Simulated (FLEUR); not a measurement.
# Magnetic state of LaFeSi from several starts, part 3 of 3

Wanted: the moments of LaFeSi and the energy of each order that was tried.

FLEUR MaX-R8.1; LDA (von Barth-Hedin); all-electron FLAPW, Dirac cores, scalar-relativistic bands. The settings are cheaper than careful work needs.

So far. Step 3 (Run 2 (antiferro +-)): It ends in the same state without moments as the first start; the 1.2e-5 meV a seeded atom between them is numerical noise. Step 4 (Start 3: no spin polarisation): It ends in the same state without moments as the first start; the 0.0090 meV a seeded atom between them is numerical noise.

## Step 5: An attempt with other settings

An input with a fault is tried, to see how the program answers.

inp.xml

```
<?xml version="1.0" encoding="UTF-8" standalone="no"?>
<fleurInput fleurInputVersion="0.39">
   <comment>
      LaFeSi
   </comment>
   <calculationSetup>
      <cutoffs Kmax="4.31" Gmax="12.9" GmaxXC="12.9" numbands="0"/>
      <scfLoop itmax="100" minDistance="0.00002" maxIterBroyd="15" imix="straight" alpha="0.003" precondParam="0.0" spinf="2.0" sdNocoIR="T"/>
      <coreElectrons ctail="T" frcor="F" kcrel="0" coretail_lmax="0"/>
      <xcFunctional name="bh" relativisticCorrections="F"/>
      <magnetism jspins="2"/>
      <soc l_soc="F" theta="0.0" phi="0.0" spav="F"/>
      <expertModes spex="0" secvar="F"/>
      <geometryOptimization l_f="F" forcealpha="1.0" forcemix="BFGS" epsdisp="0.00001" epsforce="0.00001"/>
      <ldaU l_linMix="F" mixParam="0.05" spinf="1.0"/>
   </calculationSetup>
   <cell>
      <bzIntegration valenceElectrons="62.0" mode="hist" fermiSmearingEnergy="0.00918733">
         <kPointListSelection listName="default-1"/>
         <xi:include xmlns:xi="http://www.w3.org/2001/XInclude" href="kpts.xml"> </xi:include>
      </bzIntegration>
      <xi:include xmlns:xi="http://www.w3.org/2001/XInclude" href="sym.xml"> </xi:include>
      <bulkLattice scale="1.0">
         <bravaisMatrix>
            <row-1>    7.8242823663517367     0.0000000000000000     0.0000000000000000</row-1>
            <row-2>    0.0000000000000000     7.8242823663517367     0.0000000000000000</row-2>
            <row-3>    0.0000000000000000     0.0000000000000000    13.8068177339549596</row-3>
         </bravaisMatrix>
      </bulkLattice>
   </cell>
   <atomSpecies>
      <species name="Lanthanum (La)" element="La" atomicNumber="57">
         <mtSphere radius="2.8" gridPoints="925" logIncrement="0.014"/>
         <atomicCutoffs lmax="10" lnonsphr="8"/>
         <electronConfig flipSpins="F">
            <coreConfig>(1s1/2) (2s1/2) (2p1/2) (2p3/2) (3s1/2) (3p1/2) (3p3/2) (4s1/2) (3d3/2) (3d5/2) (4p1/2) (4p3/2) (4d3/2) (4d5/2)</coreConfig>
            <valenceConfig>(5s1/2) (5p1/2) (5p3/2) (6s1/2) (5d3/2) (5d5/2)</valenceConfig>
            <stateOccupation state="(5d3/2)" spinUp="0.200000" spinDown="0.200000"/>
            <stateOccupation state="(5d5/2)" spinUp="0.300000" spinDown="0.300000"/>
         </electronConfig>
         <energyParameters s="6" p="6" d="5" f="4"/>
         <lo type="SCLO" l="0" n="5" eDeriv="0"/>
         <lo type="SCLO" l="1" n="5" eDeriv="0"/>
      </species>
      <species name="Iron (Fe) 2.800" element="Fe" atomicNumber="26">
         <mtSphere radius="2.67" gridPoints="883" logIncrement="0.014"/>
         <atomicCutoffs lmax="10" lnonsphr="8"/>
         <electronConfig flipSpins="F">
            <coreConfig>(1s1/2) (2s1/2) (2p1/2) (2p3/2)</coreConfig>
            <valenceConfig>(3s1/2) (3p1/2) (3p3/2) (4s1/2) (3d3/2) (3d5/2)</valenceConfig>
            <stateOccupation state="(3d3/2)" spinUp="1.4" spinDown="1.0"/>
            <stateOccupation state="(3d5/2)" spinUp="3.0" spinDown="0.6"/>
         </electronConfig>
         <energyParameters s="4" p="4" d="3" f="4"/>
         <lo type="SCLO" l="0" n="3" eDeriv="0"/>
         <lo type="SCLO" l="1" n="3" eDeriv="0"/>
      </species>
      <species name="Silicon (Si)" element="Si" atomicNumber="14">
         <mtSphere radius="1.74" gridPoints="575" logIncrement="0.02"/>
         <atomicCutoffs lmax="6" lnonsphr="4"/>
         <electronConfig flipSpins="F">
            <coreConfig>(1s1/2) (2s1/2) (2p1/2) (2p3/2)</coreConfig>
            <valenceConfig>(3s1/2) (3p1/2) (3p3/2)</valenceConfig>
            <stateOccupation state="(3p1/2)" spinUp="0.333333" spinDown="0.333333"/>
            <stateOccupation state="(3p3/2)" spinUp="0.666667" spinDown="0.666667"/>
         </electronConfig>
         <energyParameters s="3" p="3" d="3" f="4"/>
      </species>
   </atomSpecies>
   <atomGroups>
      <atomGroup species="Lanthanum (La)">
         <relPos label="                   1">1.000/4.000 -1.000/4.000 -.3118657600</relPos>
         <relPos label="                   2">-1.000/4.000 1.000/4.000 .3118657600</relPos>
         <force calculate="T" relaxXYZ="TTT"/>
      </atomGroup>
      <atomGroup species="Iron (Fe) 2.800">
         <relPos label="                   3">-1.000/4.000 -1.000/4.000 .0000000000</relPos>
         <relPos label="                   4">1.000/4.000 1.000/4.000 .0000000000</relPos>
         <force calculate="T" relaxXYZ="TTT"/>
      </atomGroup>
      <atomGroup species="Silicon (Si)">
         <relPos label="                   5">1.000/4.000 -1.000/4.000 .1656743800</relPos>
         <relPos label="                   6">-1.000/4.000 1.000/4.000 -.1656743800</relPos>
         <force calculate="T" relaxXYZ="TTT"/>
      </atomGroup>
   </atomGroups>
   <output dos="F" band="F" slice="F">
      <bandDOS minEnergy="-.5*Htr" maxEnergy="0.5*Htr" sigma="0.015" storeEVData="T"/>
      <plotting iplot="0" polar="F">
         <plot TwoD="T" vec1="  1.0  0.0  0.0" vec2="  0.0  1.0  0.0" vec3="  0.0  0.0  1.0" zero="  0.0  0.0  0.0" file="plot"/>
      </plotting>
      <moessbauerParams electricFieldGradient="F" isomerShift="F" coreHyperfine="F" valenceHyperfine="F"/>
   </output>
</fleurInput>
```

crystal.txt

```
LaFeSi
&input film=F cartesian=F /
4.14043192000  0.00000000000  0.00000000000
0.00000000000  4.14043192000  0.00000000000
0.00000000000  0.00000000000  7.30625330000
1.8897261246
1.0 1.0 1.0

6
57 0.50000000000  0.00000000000  0.68813424000
57 0.00000000000  0.50000000000  0.31186576000
26 0.00000000000  0.00000000000  0.00000000000 : 2.800
26 0.50000000000  0.50000000000  0.00000000000 : 2.800
14 0.50000000000  0.00000000000  0.16567438000
14 0.00000000000  0.50000000000  0.83432562000

&kpt div1=4 div2=4 div3=2 gamma=T /
```

On the command line:

```
> OMP_NUM_THREADS=1 inpgen -f crystal.txt > inpgen.log  # inp.xml is then edited as shown
> OMP_NUM_THREADS=1 mpirun -n 4 fleur_MPI > fleur.log
```

Output:

```text
[banner, memory and clock lines left out]
Welcome to FLEUR        (www.flapw.de)
      MaX-Release 8.1          (www.max-centre.eu)

 ========== k-point set info ==========
 Selected k-point list: default-1
 k-point list type: mesh
 4 x 4 x 2
 Number of k points: 12

 [... set-up left out ...]
 Iteration:     1   Distance:      23.52496162 me/bohr^3
 Iteration:     2   Distance:      22.88838764 me/bohr^3
 Iteration:     3   Distance:      22.27285587 me/bohr^3
 Iteration:     4   Distance:      21.67339605 me/bohr^3
 Iteration:     5   Distance:      21.08690940 me/bohr^3
 Iteration:     6   Distance:      20.51418935 me/bohr^3
 Iteration:     7   Distance:      19.95707750 me/bohr^3
 Iteration:     8   Distance:      19.41809645 me/bohr^3
[... lines left out ...]
[... 56 iterations left out ...]
[... lines left out ...]
 Iteration:    71   Distance:      11.04293978 me/bohr^3
 Iteration:    72   Distance:      11.02280028 me/bohr^3
 Iteration:    73   Distance:      11.00313003 me/bohr^3
 Iteration:    74   Distance:      10.98390503 me/bohr^3
 Iteration:    75   Distance:      10.96510234 me/bohr^3
 Iteration:    76   Distance:      10.94661008 me/bohr^3

--- out.xml (last complete iteration) ---
<iteration numberForCurrentRun="   75" overallNumber="   75">
         [... left out ...]
         <bandgap value="0.0086593608" units="eV"/>
         <sumValenceSingleParticleEnergies value="-31.4925897257" units="Htr"/>
         <FermiEnergy value="0.3108279011" units="Htr"/>
         [... left out ...]
         <magneticMomentsInMTSpheres units="muBohr">
            <globalMagMoment atomType="1" vec="0.00000   0.00000  -0.05348"/>
            <globalMagMoment atomType="2" vec="0.00000   0.00000   1.88900"/>
            <globalMagMoment atomType="3" vec="0.00000   0.00000  -0.02887"/>
         </magneticMomentsInMTSpheres>
         [... left out ...]
         <totalEnergy value="   -20105.1162453332" units="Htr">
            <sumOfEigenvalues value="   -12256.6142881543">
               <coreElectrons value="-12225.1216984285"/>
               <valenceElectrons value="-31.4925897257"/>
            </sumOfEigenvalues>
         [... left out ...]
            <freeEnergy value="-20105.1670352986"/>
            <extrapolationTo0K value="-20105.1416403159"/>
         </totalEnergy>
         <densityConvergence units="me/bohr^3">
            <chargeDensity spin="1" distance="6.9863818220"/>
            <chargeDensity spin="2" distance="4.6794200085"/>
            <overallChargeDensity distance="4.6021229717"/>
            <spinDensity distance="10.9651023393"/>
         </densityConvergence>
      </iteration>
```

The job ended after 4 min (4 MPI ranks of AMD EPYC 7R43, shared host; peak memory 0.54 GiB).

The run was cut off at its time limit.

The fault in the input: linear mixing far too weak.

After 76 cycles the density distance stands at 11 me/bohr³, falling at every cycle, but slowly.

Each cycle moves so little that the limit comes first; a mixer with history is the cure.

## Step 6: Ranking

Free energies are divided by the number of seeded atoms.

Orders:

```csv
start,final state,typed order kept,energy over the lowest (meV a seeded atom),largest sphere moment (μB),net moment (μB a primitive cell),mesh matched,CPU time (s)
ferro ++,non-magnetic,no,0.009001,0,0,yes,551.5
antiferro +-,non-magnetic,no,0.009014,0,0,yes,1356
no spin polarisation,non-magnetic,-,0,0,0,yes,160.4
```

## Step 7: What came out

| Item | Value |
| --- | --- |
| lowest state found | non-magnetic (typed no spin polarisation) |
| largest site spin moment | 0 μB |

The lowest state carries no moment above 0.15 μB, and no start kept one. This is the lowest of 3 finished starts, no proof of the ground state.

[Logs and program files are shortened in this print: banners, set-up blocks, solver, clock and traceback lines can be left out without a mark of their own.]

[Logs are printed without paths, hosts, clocks, repeated set-up lines and the standing remarks that a program may print on its own settings, such as how far it seeks lower states.]

[Hosts, paths, dates, database ids (printed as entryN), source tags and the programs' standing remarks are cut or masked in the printed files.]

[Where a cell is said to come from a database of computed structures, the database is the Materials Project.]
